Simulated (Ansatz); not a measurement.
# C on Zr(0001): change of the work function, part 4 of 4

Aim: the work function of Zr(0001) at several coverages of C (fcc site), and the dipole that each adsorbate carries.

Ansatz 0.2.0; plane-wave DFT, PBE, Ansatz PAW.

So far, work function, upper face (eV): step 2 (the clean slab) 4.17; step 3 (37 atoms, coverage 0.111 ML, cell 3x3) 4.34; step 4 (17 atoms, coverage 0.25 ML, cell 2x2) 4.62.

### Step 5. The covered slab, k-mesh 6×6×1, coverage 0.5 ML (continued)

Step by step:

```tsv
step	energy less that of the first step (eV)	largest force component (eV/Å)
1	0.0000	3.7024
2	-2.6655	3.7452
3	-4.5252	2.0113
4	-5.1368	0.2997
5	-5.1626	0.2177
6	-5.1402	0.2858
7	-5.1851	0.0296
8	-5.1856	0.0114
```

Relaxation step 6 was tried and not accepted.

Forces are held to the 4 operations that the program found; a distortion that breaks them can't arise in this run.

The atoms that moved most (Å):

```tsv
atom	dx	dy	dz	length
C18	0.000	-0.042	-0.709	0.710
C17	0.000	-0.042	-0.709	0.710
Zr16	0.000	-0.060	0.201	0.210
Zr8	0.000	-0.060	0.201	0.210
Zr4	0.000	-0.061	0.190	0.199
Zr12	0.000	-0.061	0.190	0.199
Zr7	0.000	0.046	-0.116	0.125
Zr15	0.000	0.046	-0.116	0.125
```

The relaxed structure:

```xyz
18
Lattice="6.4600 0.0000 0.0000 3.2300 5.5945 0.0000 0.0000 0.0000 27.4752" Properties=species:S:1:pos:R:3
Zr    3.2300    1.8648    9.0000
Zr    0.0000    0.0000   11.5727
Zr    3.2300    1.9564   14.1911
Zr    0.0000   -0.0607   16.8743
Zr    4.8450    4.6621    9.0000
Zr    1.6150    2.7973   11.5727
Zr    4.8450    4.7078   14.1291
Zr    1.6150    2.7368   16.8857
Zr    6.4600    1.8648    9.0000
Zr    3.2300    0.0000   11.5727
Zr    6.4600    1.9564   14.1911
Zr    3.2300   -0.0607   16.8743
Zr    8.0750    4.6621    9.0000
Zr    4.8450    2.7973   11.5727
Zr    8.0750    4.7078   14.1291
Zr    4.8450    2.7368   16.8857
C     1.6150    0.8908   17.7662
C     4.8450    0.8908   17.7662
```

The relaxation took 8 steps and lowered the energy by 5.2 eV; the largest force on the free atoms ends at 0.011 eV/Å.

The covered face has 5.03 eV, +0.87 eV against the clean one; the bare back face has moved by +0.01 eV, a measure of how thin the slab is.

### Step 6. The covered slab, k-mesh 12×12×1, coverage 1 ML

System of this step: C/Zr(0001). The cell holds 5 atoms: 4 Zr and 1 C. Cell: a = 3.230 Å, b = 3.230 Å, c = 27.475 Å, α = 90.0°, β = 90.0°, γ = 60.0°. Vacuum lies along c.

Another coverage, to see how the dipoles act on each other as their distance changes.

input.yaml reads:

```yaml
crystal:
  lattice:
    - [3.23, 0.0, 0.0]
    - [1.615, 2.7972620542, 0.0]
    - [0.0, 0.0, 27.475184607]
  atoms:
    - { symbol: Zr, position: [0.6666666667, 0.6666666667, 0.3275683177] }
    - { symbol: Zr, position: [0.0, 0.0, 0.4212053591] }
    - { symbol: Zr, position: [0.6666666667, 0.6666666667, 0.5184663536] }
    - { symbol: Zr, position: [0.0, 0.0, 0.607261219] }
    - { symbol: C, position: [0.3333333333, 0.3333333333, 0.6724316823] }
kpoints:
  mp_grid: { grid: [12, 12, 1] }
hamiltonian:
  xc: pbe
scf:
  occupations: { method: fermi_dirac, width: 0.1 }
  convergence: { dr2_threshold: 1.0e-08 }
efield:
  axis: 3
  dipole_correction: true
  ramp_position: 0.97
  ramp_width: 0.06
relax:
  f_tol: 0.02
  max_steps: 60
  constraints: [{ sites: [0, 1] }]
output:
  write_potential: true
  write_density: true
  volumetric_format: npy
```

The run is started by

```console
ansatz run input.yaml --threads 4 --pin off --max-ram 16384MiB --backend cpu --events-out ev --progress --plain --runs-dir out
```

Output:

```text
[...]
Crystal: 5 atoms, lattice volume = 248.243 Å³
Basis set: ecut = 420 eV, 4939 PW (Γ), exchange–correlation on 48×48×384 points (8 copies of the dense FFT grid, shifted against one another)
Bands: 32, of which v1, the nominal top of the filled ones, is band 26 counted from 1 (25 counted from 0)
Symmetry: 6 space group operations
[...]
F+E_penalty+E_count = -16983.36992575 eV   max|allowed force component| = 8.672e-4 eV/Å
  atoms:
    - { symbol: Zr, position: [0.666667, 0.666667, 0.3275683177] }
    - { symbol: Zr, position: [-1.850372e-17, -1.850372e-17, 0.421205] }
    - { symbol: Zr, position: [0.666667, 0.666667, 0.513658] }
    - { symbol: Zr, position: [-4.163015e-19, -1.850372e-17, 0.621626] }
    - { symbol: C, position: [0.333333, 0.333333, 0.652558] }
[key lines of the parts left out:]
SCF converged after 7 iterations
Free energy (F): -16983.369926 eV
Fermi energy:    2.197818 eV
Dipole field:    D = -0.081205 V/Å  (p = -0.111403 e·Å, saw-weighted, corrected)
Work function:   Φ+ = 6.4330 eV   Φ− = 4.2019 eV
```

It took 24 s on 4 threads of Intel Xeon Platinum 8259CL at 2.50GHz (Skylake/Cascade Lake), shared host; peak memory 0.64 GiB.

Relaxation path:

```tsv
step	energy less that of the first step (eV)	largest force component (eV/Å)
1	0.0000	3.4754
2	-1.2048	3.2533
3	-2.2263	1.7407
4	-2.3035	1.5501
5	-2.4086	0.1336
6	-2.4122	0.0324
7	-2.4123	0.0009
```

The run keeps the 6 symmetry operations that the program found, so distortions that break them were not tested.

The atoms that moved most (Å):

```tsv
atom	dx	dy	dz	length
C5	0.000	0.000	-0.546	0.546
Zr4	0.000	0.000	0.395	0.395
Zr3	0.000	0.000	-0.132	0.132
```

The relaxed structure:

```
Zr C
1.0
     3.23000    0.00000    0.00000
     1.61500    2.79726    0.00000
     0.00000    0.00000   27.47518
Zr C
4 1
Direct
  0.66667 0.66667 0.32757
  0.00000 0.00000 0.42121
  0.66667 0.66667 0.51366
  0.00000 0.00000 0.62163
  0.33333 0.33333 0.65256
```

The relaxation took 7 steps and lowered the energy by 2.4 eV; the largest force on the free atoms ends at 8.7e-4 eV/Å.

The covered face has 6.43 eV, +2.27 eV against the clean one; the bare back face has moved by +0.02 eV, a measure of how thin the slab is.

### Step 7. Work function against coverage

This step: plane-wave DFT, PBE, Ansatz PAW; work function against coverage (Ansatz 0.2.0).

The runs are now put side by side.

This step gave:

```yaml
work_function_of_the_clean_face: 4.165 eV
largest_change_of_the_work_function: 2.268 eV
```

Work function of the covered face against coverage:

```tsv
coverage (adsorbates/nm²)	work function of the covered face (eV)
0.00	4.17
1.23	4.34
2.77	4.62
5.53	5.03
11.07	6.43
```

The dipole per adsorbate comes from the change of the cell's dipole. Coverage, by row:

```tsv
coverage (1/nm²)	coverage (ML)	work function (eV)	change (eV)	dipole per adsorbate, positive end outwards (debye)	mean height of the added atoms over the highest substrate atom (Å)
1.23	0.1111	4.34	0.1744	-0.373	0.9356
2.767	0.25	4.62	0.4548	-0.431	0.9535
5.534	0.5	5.035	0.8694	-0.41	0.8804
11.07	1	6.433	2.268	-0.539	0.8499
```

### Step 8. What came out

```yaml
work_function_of_the_clean_face: 4.17 eV
work_function_at_0p11_ml: 4.34 eV
work_function_at_0p25_ml: 4.62 eV
work_function_at_0p5_ml: 5.03 eV
work_function_at_1_ml: 6.43 eV
dipole_per_adsorbate_at_0p11_ml_positive_end_outwards: -0.37 D
```

**Reading.** C raises the work function of Zr(0001) at the lowest coverage, by 0.17 eV: the adsorbate layer has its negative end outwards. The slab has 4 layers, at the tabulated experimental lattice constant, one starting site was run, and quantum-size effects of a slab this thin can reach one or two tenths of an eV.

[Long decimals in the printed logs are rounded to 6 places.]

[Logs are printed without paths, hosts, clocks, repeated set-up lines and the standing remarks that a program may print on its own settings, such as how far it seeks lower states.]

[Hosts, paths, dates, database ids (printed as entryN), source tags and the programs' standing remarks are cut or masked in the printed files.]

[Maps of the electrostatic potential energy from Ansatz leave out the sawtooth potential of an applied field or a dipole correction, so their vacuum need not be flat; planar profiles and work functions include it.]
